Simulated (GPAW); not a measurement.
# Screening of a field by Y2CS2 MXene monolayer

How does Y2CS2 MXene monolayer screen a perpendicular field?

Method: GPAW, PAW setups; layer in a repeated cell with vacuum, relaxation of atoms and in-plane cell, in the first sound run; inputs show where later runs differ, in GPAW 26.7.0.

### Step 1. Starting point

The cell holds 5 atoms: 2 S, 2 Y and 1 C. Its edges and angles: a = 3.478 Å, b = 3.478 Å, c = 24.532 Å, α = 90.0°, β = 90.0°, γ = 120.0°. Vacuum lies along c.

### Step 2. Relaxation

The atoms are relaxed first, since the surface dipole, and with it the work function, follows the positions of the outer layers.

Input file run.py:

```python
import json
import numpy as np
from ase import Atoms
from ase.filters import FrechetCellFilter
from ase.optimize import BFGS
from gpaw import GPAW, PW

slab = Atoms(
    ['S', 'Y', 'C', 'Y', 'S'],
    positions=[
        [-0.00000, 2.00789, 9.00000],
        [1.73888, 1.00394, 10.89367],
        [0.00000, 0.00000, 12.26590],
        [-0.00000, 2.00789, 13.63814],
        [1.73888, 1.00394, 15.53181]],
    cell=[[3.47776, 0.0, 0.0], [-1.73888, 3.01183, 0.0], [0.0, 0.0, 24.5318]],
    pbc=[True, True, True])

slab.calc = GPAW(mode=PW(600), xc='PBE', kpts={'size': (9, 9, 1), 'gamma': True},
                 occupations={'name': 'fermi-dirac', 'width': 0.05}, nbands='160%',
                 convergence={'density': 1e-05}, maxiter=200,
                 symmetry={'tolerance': 1e-3}, txt='slab.txt')
result = {}
# The in-plane cell is free; stress needs a cell that repeats along all three vectors
path = []
opt = BFGS(FrechetCellFilter(slab, mask=[1, 1, 0, 0, 0, 1]), maxstep=0.2)
opt.attach(lambda: path.append((slab.get_potential_energy(), slab.positions.tolist(), slab.get_forces().tolist())))
result['relaxed'] = bool(opt.run(fmax=0.02, steps=45))
result['path'] = path
result['cell'] = slab.cell.tolist()
print('in-plane lattice', slab.cell.cellpar().round(4)[[0, 1, 5]])
energy = slab.get_potential_energy()
fermi = slab.calc.get_fermi_level()
v = slab.calc.get_electrostatic_potential().mean((0, 1)) - fermi
n = slab.calc.get_pseudo_density().mean((0, 1))
L = slab.cell[2, 2]
z = np.arange(len(v)) * L / len(v)
low, high = slab.positions[:, 2].min(), slab.positions[:, 2].max()
below, above = np.interp([low - 6.8, high + 6.8], z, v)
slopes = [np.interp(x, z, np.gradient(v, z)) for x in (low - 6.8, high + 6.8)]
eps = np.array([[slab.calc.get_eigenvalues(k, s) for k in range(len(slab.calc.get_ibz_k_points()))]
                for s in range(slab.calc.get_number_of_spins())]) - fermi
top, bottom = eps[eps < 0].max(), eps[eps > 0].min()
dipole = slab.get_dipole_moment()[2]
print(f'energy {energy:.4f} eV, Fermi level {fermi:.4f} eV, dipole {dipole:.5f} e A')
print(f'potential 6.8 A off the faces, from the Fermi level: lower {below:.4f} eV, upper {above:.4f} eV')
print(f'slope of the potential there: lower {slopes[0]:.5f}, upper {slopes[1]:.5f} eV/A')
print(f'nearest levels on the mesh: {top:.4f} and {bottom:.4f} eV')
print('magnetic moment', round(slab.get_magnetic_moment(), 3))
result.update(energy=energy, fermi=fermi, dipole=dipole, below=below, above=above, slopes=slopes, edges=[top, bottom],
              z=z.tolist(), v=v.tolist(), n=n.tolist(), positions=slab.positions.tolist(),
              forces=slab.get_forces(apply_constraint=False).tolist(), moments=slab.get_magnetic_moments().tolist())
json.dump(result, open('result.json', 'w'))
```

The run is started by

```console
OMP_NUM_THREADS=1 OPENBLAS_NUM_THREADS=1 python run.py
```

The log of the run:

```text
Step          Energy          fmax
BFGS:    0      -29.697336        1.696446
BFGS:    1      -29.804761        1.392497
BFGS:    2      -30.227987        0.862269
BFGS:    3      -30.338189        0.747609
BFGS:    4      -30.367579        0.651365
BFGS:    5      -30.490177        0.433176
BFGS:    6      -30.519720        0.590764
BFGS:    7      -30.550881        0.713480
BFGS:    8      -30.587004        0.724473
BFGS:    9      -30.639154        0.558755
BFGS:   10      -30.685617        0.249002
BFGS:   11      -30.693358        0.008663
in-plane lattice [  3.8483   3.8483 120.    ]
energy -30.6732 eV, Fermi level -2.7264 eV, dipole 0.00015 e A
potential 6.8 A off the faces, from the Fermi level: lower 6.6972 eV, upper 6.6967 eV
slope of the potential there: lower 0.00009, upper 0.00007 eV/A
nearest levels on the mesh: -0.0312 and 0.0010 eV
magnetic moment 0.0
```

The job ended after 17 min (1 thread of Arm Neoverse V1, shared host; peak memory 0.58 GiB).

This step gave:

| Property | Result |
| --- | --- |
| dipole along the normal | 1.54e-4 e·Å |
| levels nearest the Fermi level on the mesh | -0.03119, 0.001031 eV from the Fermi level |

The electrostatic potential energy of an electron (without an applied field's), less the Fermi level, planar mean oscillates, so the rows of the table below give means over windows of 1.75 Å about each position, cut where the curve ends. Its maxima inside the range that stand out by 2 % of the span (Å: eV): 10.0: -4.58, 11.7: -1.72, 12.8: -1.72, 14.5: -4.59. Its minima: 9.4: -11.0, 10.8: -13.7, 12.3: -5.42, 13.8: -13.7, 15.2: -11.0.

The electrostatic potential energy of an electron (without an applied field's), less the Fermi level, planar mean by z; means over each step:

```csv
z (Å),"electrostatic potential energy of an electron (without an applied field's), less the Fermi level, planar mean (eV)"
0.88,6.70
2.62,6.70
4.38,6.70
6.12,6.69
7.88,5.82
9.62,-6.35
11.38,-7.10
13.12,-7.00
14.88,-6.57
16.62,5.73
18.38,6.69
20.12,6.70
21.88,6.70
23.62,6.70
```

The pseudo valence density, planar mean oscillates, so the rows of the table below give means over windows of 1 Å about each position, cut where the curve ends. Its maxima inside the range that stand out by 2 % of the span (Å: e/Å³): 10.9: 0.722, 12.3: 0.330, 13.7: 0.722. Its minima: 11.7: 0.276, 12.8: 0.276.

Table of pseudo valence density, planar mean by z; means over each step:

```csv
z (Å),"pseudo valence density, planar mean (e/Å³)"
6,6.8e-5
7,0.00164
8,0.0381
9,0.249
10,0.402
11,0.559
12,0.306
13,0.357
14,0.569
15,0.330
16,0.140
17,0.00885
18,3.7e-4
19,1.6e-5
```

The relaxation lowered the energy of the cell by 0.993 eV (energies extrapolated to zero smearing; the optimiser's log prints free energies). The largest force left on a free atom is 0.0087 eV/Å.

### Step 3. The slab's potential

The work function is the vacuum plateau of the electrostatic potential less the Fermi level; a dipole layer lets the two faces have plateaus of their own.

This step: GPAW, PAW setups; slab in vacuum (GPAW 26.7.0).

The cell differs from the one that the last finished run ended in (c 24.532 → 23.749 Å).

run.py, as its differences from that of step 2:

```diff
@@ -3,4 +3,2 @@
 from ase import Atoms
-from ase.filters import FrechetCellFilter
-from ase.optimize import BFGS
 from gpaw import GPAW, PW
@@ -10,23 +8,16 @@
     positions=[
-        [-0.00000, 2.00789, 9.00000],
-        [1.73888, 1.00394, 10.89367],
-        [0.00000, 0.00000, 12.26590],
-        [-0.00000, 2.00789, 13.63814],
-        [1.73888, 1.00394, 15.53181]],
-    cell=[[3.47776, 0.0, 0.0], [-1.73888, 3.01183, 0.0], [0.0, 0.0, 24.5318]],
-    pbc=[True, True, True])
+        [-0.00000, 2.22182, 9.00000],
+        [1.92414, 1.11090, 10.41235],
+        [0.00000, 0.00000, 11.87437],
+        [-0.00000, 2.22182, 13.33639],
+        [1.92414, 1.11090, 14.74874]],
+    cell=[[3.84829, -0.0, 0.0], [-1.92414, 3.33272, 0.0], [0.0, 0.0, 23.7487]],
+    pbc=[True, True, False])
 
-slab.calc = GPAW(mode=PW(600), xc='PBE', kpts={'size': (9, 9, 1), 'gamma': True},
+slab.calc = GPAW(mode=PW(500), xc='PBE', kpts={'size': (9, 9, 1), 'gamma': True},
                  occupations={'name': 'fermi-dirac', 'width': 0.05}, nbands='160%',
                  convergence={'density': 1e-05}, maxiter=200,
+                 poissonsolver={'dipolelayer': 'xy'},
                  symmetry={'tolerance': 1e-3}, txt='slab.txt')
 result = {}
-# The in-plane cell is free; stress needs a cell that repeats along all three vectors
-path = []
-opt = BFGS(FrechetCellFilter(slab, mask=[1, 1, 0, 0, 0, 1]), maxstep=0.2)
-opt.attach(lambda: path.append((slab.get_potential_energy(), slab.positions.tolist(), slab.get_forces().tolist())))
-result['relaxed'] = bool(opt.run(fmax=0.02, steps=45))
-result['path'] = path
-result['cell'] = slab.cell.tolist()
-print('in-plane lattice', slab.cell.cellpar().round(4)[[0, 1, 5]])
 energy = slab.get_potential_energy()
```

The log of the run:

```text
energy -30.6525 eV, Fermi level -2.5958 eV, dipole 0.00065 e A
potential 6.8 A off the faces, from the Fermi level: lower 6.7020 eV, upper 6.6930 eV
slope of the potential there: lower 0.00002, upper -0.00002 eV/A
nearest levels on the mesh: -0.0312 and 0.0011 eV
magnetic moment 0.0
```

The job ended after 46 s (1 thread; peak memory 0.29 GiB).

This step gave:

```yaml
dipole_along_the_normal: 6.52e-4 e·Å
levels_nearest_the_fermi_level_on_the_mesh: -0.03122, 0.001102 eV from the Fermi level
upper_work_function: 6.693 eV
lower_work_function: 6.702 eV
```

The electrostatic potential energy of an electron (without an applied field's), less the Fermi level, planar mean oscillates, so the rows of the table below give means over windows of 1.8 Å about each position, cut where the curve ends. Its maxima inside the range that stand out by 2 % of the span (Å: eV): 9.6: -4.58, 11.4: -1.73, 12.3: -1.73, 14.2: -4.59. Its minima: 9.0: -11.1, 10.4: -13.7, 11.9: -5.42, 13.3: -13.7, 14.7: -11.2.

The electrostatic potential energy of an electron (without an applied field's), less the Fermi level, planar mean by z; means over each step:

```csv
z (Å),"electrostatic potential energy of an electron (without an applied field's), less the Fermi level, planar mean (eV)"
0.90,6.70
2.70,6.70
4.50,6.70
6.30,6.68
8.10,1.81
9.90,-9.16
11.70,-3.51
13.50,-8.40
15.30,-1.28
17.10,6.63
18.90,6.69
20.70,6.69
22.50,6.69
```

The pseudo valence density, planar mean oscillates, so the rows of the table below give means over windows of 1 Å about each position, cut where the curve ends. Its maxima inside the range that stand out by 2 % of the span (Å: e/Å³): 8.7: 0.304, 10.4: 0.728, 12.0: 0.327, 13.3: 0.728, 15.0: 0.304. Its minima: 8.9: 0.289, 11.2: 0.278, 12.5: 0.278, 14.8: 0.289.

Table of pseudo valence density, planar mean by z; means over each step:

```csv
z (Å),"pseudo valence density, planar mean (e/Å³)"
5,9.8e-6
6,2.4e-4
7,0.00585
8,0.106
9,0.315
10,0.528
11,0.409
12,0.307
13,0.512
14,0.444
15,0.277
16,0.0569
17,0.00258
18,1.1e-4
19,4.6e-6
```

The potential is flat to 1.6e-5 eV/Å where it is read, so the vacuum is wide enough.

### Step 4. Field on

A uniform field along the normal polarises the slab; the atoms stay fixed, so this is the electronic response alone.

run.py, as its differences from that of step 3:

```diff
@@ -4,2 +4,3 @@
 from gpaw import GPAW, PW
+from gpaw.external import ConstantElectricField
 
@@ -20,2 +21,3 @@
                  poissonsolver={'dipolelayer': 'xy'},
+                 external=ConstantElectricField(-0.2, [0, 0, 1]),
                  symmetry={'tolerance': 1e-3}, txt='slab.txt')
```

The log of the run:

```text
energy -30.6632 eV, Fermi level -2.5968 eV, dipole -0.10698 e A
potential 6.8 A off the faces, from the Fermi level: lower 5.9445 eV, upper 7.4538 eV
slope of the potential there: lower 0.00001, upper -0.00002 eV/A
nearest levels on the mesh: -0.0312 and 0.0011 eV
magnetic moment 0.0
```

Elapsed: 3.1 min, on 1 thread; peak memory 0.51 GiB.

This step gave:

```
dipole along the normal                                         : -0.1070 e·Å
levels nearest the Fermi level on the mesh                      : -0.03117, 0.001058 eV from the Fermi level
potential below the slab, the applied field's own ramp left out : 5.944 eV from the Fermi level
potential above the slab, the applied field's own ramp left out : 7.454 eV from the Fermi level
```

The electrostatic potential energy of an electron (without an applied field's), less the Fermi level, planar mean oscillates, so the rows of the table below give means over windows of 1.8 Å about each position, cut where the curve ends. Its maxima inside the range that stand out by 2 % of the span (Å: eV): 9.6: -5.03, 11.4: -1.83, 12.3: -1.64, 14.2: -4.14, 20.7: 7.45. Its minima: 9.0: -11.7, 10.4: -14.0, 11.9: -5.42, 13.3: -13.4, 14.7: -10.6.

The electrostatic potential energy of an electron (without an applied field's), less the Fermi level, planar mean by z; means over each step:

```csv
z (Å),"electrostatic potential energy of an electron (without an applied field's), less the Fermi level, planar mean (eV)"
0.90,6.02
2.70,5.94
4.50,5.94
6.30,5.92
8.10,1.12
9.90,-9.54
11.70,-3.54
13.50,-8.09
15.30,-0.634
17.10,7.38
18.90,7.45
20.70,7.45
22.50,7.45
```

The dipole is now -0.107 e Å, against 6.5e-4 in the run without a field.

### Step 5. In a field

run.py, as its differences from that of step 4:

```diff
@@ -21,3 +21,3 @@
                  poissonsolver={'dipolelayer': 'xy'},
-                 external=ConstantElectricField(-0.2, [0, 0, 1]),
+                 external=ConstantElectricField(-0.1, [0, 0, 1]),
                  symmetry={'tolerance': 1e-3}, txt='slab.txt')
```

The log of the run:

```text
energy -30.6551 eV, Fermi level -2.5960 eV, dipole -0.05349 e A
potential 6.8 A off the faces, from the Fermi level: lower 6.3206 eV, upper 7.0752 eV
slope of the potential there: lower 0.00001, upper -0.00002 eV/A
nearest levels on the mesh: -0.0312 and 0.0011 eV
magnetic moment 0.0
```

It took 2.9 min on 1 thread; peak memory 0.51 GiB.

This step gave:

```yaml
dipole_along_the_normal: -0.05349 e·Å
levels_nearest_the_fermi_level_on_the_mesh: -0.03120, 0.001082 eV from the Fermi level
potential_below_the_slab_the_applied_field_s_own_ramp_left_out: 6.321 eV from the Fermi level
potential_above_the_slab_the_applied_field_s_own_ramp_left_out: 7.075 eV from the Fermi level
```

The electrostatic potential energy of an electron (without an applied field's), less the Fermi level, planar mean oscillates, so the rows of the table below give means over windows of 1.8 Å about each position, cut where the curve ends. Its maxima inside the range that stand out by 2 % of the span (Å: eV): 9.6: -4.81, 11.4: -1.78, 12.3: -1.69, 14.2: -4.36. Its minima: 9.0: -11.4, 10.4: -13.8, 11.9: -5.42, 13.3: -13.6, 14.7: -10.9.

The electrostatic potential energy of an electron (without an applied field's), less the Fermi level, planar mean by z; means over each step:

z (Å), electrostatic potential energy of an electron (without an applied field's), less the Fermi level, planar mean (eV) and a bar from the least value:
```
     0.90        6.4 #############################
     2.70        6.3 #############################
     4.50        6.3 #############################
     6.30        6.3 #############################
     8.10        1.5 ####################
     9.90       -9.4 
    11.70       -3.5 ###########
    13.50       -8.2 ##
    15.30       -1.0 ###############
    17.10        7.0 ##############################
    18.90        7.1 ##############################
    20.70        7.1 ##############################
    22.50        7.1 ##############################
```

The dipole is now -0.0535 e Å, against 6.5e-4 in the run without a field.

### Step 6. Field on

run.py, as its differences from that of step 5:

```diff
@@ -21,3 +21,3 @@
                  poissonsolver={'dipolelayer': 'xy'},
-                 external=ConstantElectricField(-0.1, [0, 0, 1]),
+                 external=ConstantElectricField(-0.05, [0, 0, 1]),
                  symmetry={'tolerance': 1e-3}, txt='slab.txt')
```

The log of the run:

```text
energy -30.6531 eV, Fermi level -2.5959 eV, dipole -0.02675 e A
potential 6.8 A off the faces, from the Fermi level: lower 6.5089 eV, upper 6.8863 eV
slope of the potential there: lower 0.00001, upper -0.00002 eV/A
nearest levels on the mesh: -0.0312 and 0.0011 eV
magnetic moment 0.0
```

Run time: 3 min. Hardware: 1 thread; peak memory 0.51 GiB.

Table of electrostatic potential energy of an electron (without an applied field's), less the Fermi level, planar mean by z:

```csv
z (Å),"electrostatic potential energy of an electron (without an applied field's), less the Fermi level, planar mean (eV)"
0.0,6.70
0.5,6.51
1.0,6.51
1.5,6.51
2.0,6.51
2.5,6.51
3.0,6.51
3.5,6.51
4.0,6.51
4.5,6.51
5.0,6.51
5.5,6.51
6.0,6.51
6.5,6.50
7.0,6.44
7.5,6.19
8.0,4.94
8.5,-0.590
9.0,-11.1
9.5,-5.11
10.0,-8.71
10.5,-13.4
11.0,-4.92
11.5,-2.17
12.0,-4.67
12.5,-2.08
13.0,-9.61
13.5,-12.6
14.0,-5.08
14.5,-8.40
15.0,-6.28
15.5,3.45
16.0,6.16
16.5,6.74
17.0,6.86
17.5,6.88
18.0,6.89
18.5,6.89
19.0,6.89
19.5,6.89
20.0,6.89
20.5,6.89
21.0,6.89
21.5,6.89
22.0,6.89
22.5,6.89
23.0,6.89
23.5,6.83
```

### Step 7. Field on

run.py, as its differences from that of step 6:

```diff
@@ -21,3 +21,3 @@
                  poissonsolver={'dipolelayer': 'xy'},
-                 external=ConstantElectricField(-0.05, [0, 0, 1]),
+                 external=ConstantElectricField(0.05, [0, 0, 1]),
                  symmetry={'tolerance': 1e-3}, txt='slab.txt')
```

The log of the run:

```text
energy -30.6531 eV, Fermi level -2.5959 eV, dipole 0.02675 e A
potential 6.8 A off the faces, from the Fermi level: lower 6.8863 eV, upper 6.5089 eV
slope of the potential there: lower 0.00002, upper -0.00001 eV/A
nearest levels on the mesh: -0.0312 and 0.0011 eV
magnetic moment 0.0
```

It took 3 min on 1 thread; peak memory 0.51 GiB.

### Step 8. Field on

run.py, as its differences from that of step 7:

```diff
@@ -21,3 +21,3 @@
                  poissonsolver={'dipolelayer': 'xy'},
-                 external=ConstantElectricField(0.05, [0, 0, 1]),
+                 external=ConstantElectricField(0.1, [0, 0, 1]),
                  symmetry={'tolerance': 1e-3}, txt='slab.txt')
```

The log of the run:

```text
energy -30.6551 eV, Fermi level -2.5960 eV, dipole 0.05349 e A
potential 6.8 A off the faces, from the Fermi level: lower 7.0752 eV, upper 6.3206 eV
slope of the potential there: lower 0.00002, upper -0.00001 eV/A
nearest levels on the mesh: -0.0312 and 0.0011 eV
magnetic moment 0.0
```

It took 2.9 min on 1 thread; peak memory 0.51 GiB.

The dipole is now 0.0535 e Å, against 6.5e-4 in the run without a field.

### Step 9. Field on

run.py, as its differences from that of step 8:

```diff
@@ -21,3 +21,3 @@
                  poissonsolver={'dipolelayer': 'xy'},
-                 external=ConstantElectricField(0.1, [0, 0, 1]),
+                 external=ConstantElectricField(0.2, [0, 0, 1]),
                  symmetry={'tolerance': 1e-3}, txt='slab.txt')
```

The log of the run:

```text
energy -30.6632 eV, Fermi level -2.5968 eV, dipole 0.10698 e A
potential 6.8 A off the faces, from the Fermi level: lower 7.4538 eV, upper 5.9445 eV
slope of the potential there: lower 0.00002, upper -0.00001 eV/A
nearest levels on the mesh: -0.0312 and 0.0011 eV
magnetic moment 0.0
```

It took 3.1 min on 1 thread; peak memory 0.51 GiB.

The dipole is now 0.107 e Å, against 6.5e-4 in the run without a field.

(Part 1 of 2 ends here.)

[Logs are printed without paths, hosts, clocks, repeated set-up lines and the standing remarks that a program may print on its own settings, such as how far it seeks lower states.]

[Hosts, paths, dates, database ids (printed as entryN), source tags and the programs' standing remarks are cut or masked in the printed files.]
